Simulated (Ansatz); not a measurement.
# (GaP)3(MgS)1 [001] superlattice, started as zinc blende: from the cell to its phonons, part 2 of 2

Task: relax (GaP)3(MgS)1 [001] superlattice, started as zinc blende, then find its harmonic phonons.

Ansatz 0.2.0; DFT PBEsol, scalar-relativistic, plane waves, PAW.

So far, gap on the k-mesh (eV): step 2 (coarse relaxation) 0.302; step 3 (bringing the structure to rest) 0.297; step 4 (tight relaxation) 0.298. The relaxed cell has a, b, c = 3.861, 3.907, 11.121 Å (conventional setting).

The structure was built from a prototype and need not be the compound's stable phase.

### 5. Modes at Γ (continued)

Transverse modes. Infrared lines, with heights relative to the strongest:

```
position (cm⁻¹)  label  relative intensity
             70     B1                 0.7
             73     B2                 0.1
             89     B2                 0.6
             91     B2                 0.9
             93     B1                 0.1
             98     B1                 0.0
            143     A1                 0.3
            178     A1                 0.1
            254     B2                  81
            273     A1                 1.6
            275     B1                  31
            318     B2                  37
            321     A1                  53
            330     B2                  20
            352     A1                 100
            354     B1                  65
            367     A1                 0.1
            376     B1                 8.5
            385     B1                  53
            390     A1                  36
            400     B2                  46
```

Before it was imposed, the acoustic sum rule was missed by 7.3e-5 eV/Å² and the charge sum rule by 0.032 e. The charge miss is large and points to the mesh or the basis. The lowest optical mode is real, 69.8 cm⁻¹.

The log warns of the k mesh: “the force constants stand on the 8×8×4 k-mesh, whose period is 9.37 times the interband length at k = (0.0000, 0.0000, 0.0000), direct gap 0.459 eV, under 14: take them and everything formed from them as unconverged”.

### 6. Another isotope, element Ga, natural mass 69.723 amu

An isotope changes the mass and not the force constants, so no new electronic calculation is needed; the shifts show which modes move this element.

The same force constants with the mass of Ga changed from 69.723 to 70.925 u (phonopy, no LO-TO term). Both lists are sorted by frequency; levels can cross, so a row need not hold one and the same mode. Modes under 3 cm⁻¹ are left out. Isotope shifts, by row:

```
    q  rank  natural mass (cm⁻¹)  changed mass (cm⁻¹)
0 0 0     4                69.78                69.45
0 0 0     5                73.06                72.58
0 0 0     6                88.99                88.58
0 0 0     7                90.71                90.38
0 0 0     8                93.22                92.96
0 0 0     9                97.57                96.96
0 0 0    10                143.2                142.4
0 0 0    11                178.3                177.4
0 0 0    12                254.2                253.7
0 0 0    13                272.6                271.3
0 0 0    14                274.9                274.9
0 0 0    15                317.8                317.1
0 0 0    16                320.6                320.4
0 0 0    17                329.5                328.9
0 0 0    18                351.6                  351
0 0 0    19                354.2                353.3
0 0 0    20                367.1                366.4
0 0 0    21                376.4                375.7
0 0 0    22                  385                384.2
0 0 0    23                390.3                390.1
0 0 0    24                400.4                400.4
```

A mode of this element alone would shift by -0.85 %. The highest zone-centre frequency without the field goes from 400.4 to 400.4 cm⁻¹ (-0.0 %). The product of the frequency ratios over all optical modes at Γ is 0.940; the product rule, (m/m′)^(3k/2) (M′/M)^(3/2) with k = 3 such atoms and M the mass of the cell, gives 0.940.

### 7. Another isotope, element Mg, natural mass 24.305 amu

The same for Mg, from 24.30 to 25.98 u.

The same force constants with the mass of Mg changed from 24.305 to 25.983 u (phonopy, no LO-TO term). Both lists are sorted by frequency; levels can cross, so a row need not hold one and the same mode. Modes under 3 cm⁻¹ are left out. Isotope shifts, by row:

```
    q  rank  natural mass (cm⁻¹)  changed mass (cm⁻¹)
0 0 0     4                69.78                 69.5
0 0 0     5                73.06                73.03
0 0 0     6                88.99                88.29
0 0 0     7                90.71                90.29
0 0 0     8                93.22                 92.2
0 0 0     9                97.57                97.49
0 0 0    10                143.2                143.2
0 0 0    11                178.3                177.5
0 0 0    12                254.2                254.2
0 0 0    13                272.6                270.1
0 0 0    14                274.9                270.8
0 0 0    15                317.8                317.8
0 0 0    16                320.6                318.9
0 0 0    17                329.5                329.5
0 0 0    18                351.6                351.1
0 0 0    19                354.2                354.2
0 0 0    20                367.1                  367
0 0 0    21                376.4                376.4
0 0 0    22                  385                  385
0 0 0    23                390.3                386.4
0 0 0    24                400.4                393.2
```

A mode of this element alone would shift by -3.28 %. The highest zone-centre frequency without the field goes from 400.4 to 393.2 cm⁻¹ (-1.8 %). The product of the frequency ratios over all optical modes at Γ is 0.911; the product rule, (m/m′)^(3k/2) (M′/M)^(3/2) with k = 1 such atoms and M the mass of the cell, gives 0.911.

### 8. Another isotope, element S, natural mass 32.06 amu

The same for S, from 32.06 to 33.97 u.

A mode of this element alone would shift by -2.85 %. The highest zone-centre frequency without the field goes from 400.4 to 400.3 cm⁻¹ (-0.0 %). The product of the frequency ratios over all optical modes at Γ is 0.924; the product rule, (m/m′)^(3k/2) (M′/M)^(3/2) with k = 1 such atoms and M the mass of the cell, gives 0.924.

### 9. Results

```json
{"space group after relaxation (within 0.01 Å)": "Pmm2", "volume per atom": "21.0 Å³", "gap on the k-mesh": "0.298 eV", "highest optical mode at the zone centre (no LO-TO term)": "400 cm⁻¹", "top of the zone-centre spectrum with the field": "411 cm⁻¹", "lowest optical zone-centre mode": "69.8 cm⁻¹", "mean high-frequency dielectric constant": "9.51", "mean static dielectric constant": "12.5", "largest Born charge (third of the trace)": "2.51 e", "imaginary modes at Γ (the only wavevector solved)": "none"}
```

What this shows: The structure is stable against zone-centre distortions, since no mode there is imaginary; other wavevectors were not solved, so zone-boundary instabilities are untested. Without the field, the optical modes at Γ span 70 to 400 cm⁻¹. No dispersion was computed. With the macroscopic field of the longitudinal modes the top of the zone-centre spectrum lies at 411 cm⁻¹, against 400 cm⁻¹ without it. Lattice motion raises the mean dielectric constant from 9.510 to 12.54. The strongest infrared line is at 352 cm⁻¹. With the field response the log warns that the k mesh is coarse for the force constants too, so the frequencies may not be converged. In this run the field response is not settled by the k meshes in reach, so its dielectric tensor, Born charges and longitudinal modes are rough. The starting cell was built on a prototype and not taken from a measurement, so the phase need not exist. These are harmonic frequencies at zero temperature: anharmonic shifts, linewidths and thermal expansion are left out.

[Logs are printed without paths, hosts, clocks, repeated set-up lines and the standing remarks that a program may print on its own settings, such as how far it seeks lower states.]

[Hosts, paths, dates, database ids (printed as entryN), source tags and the programs' standing remarks are cut or masked in the printed files.]
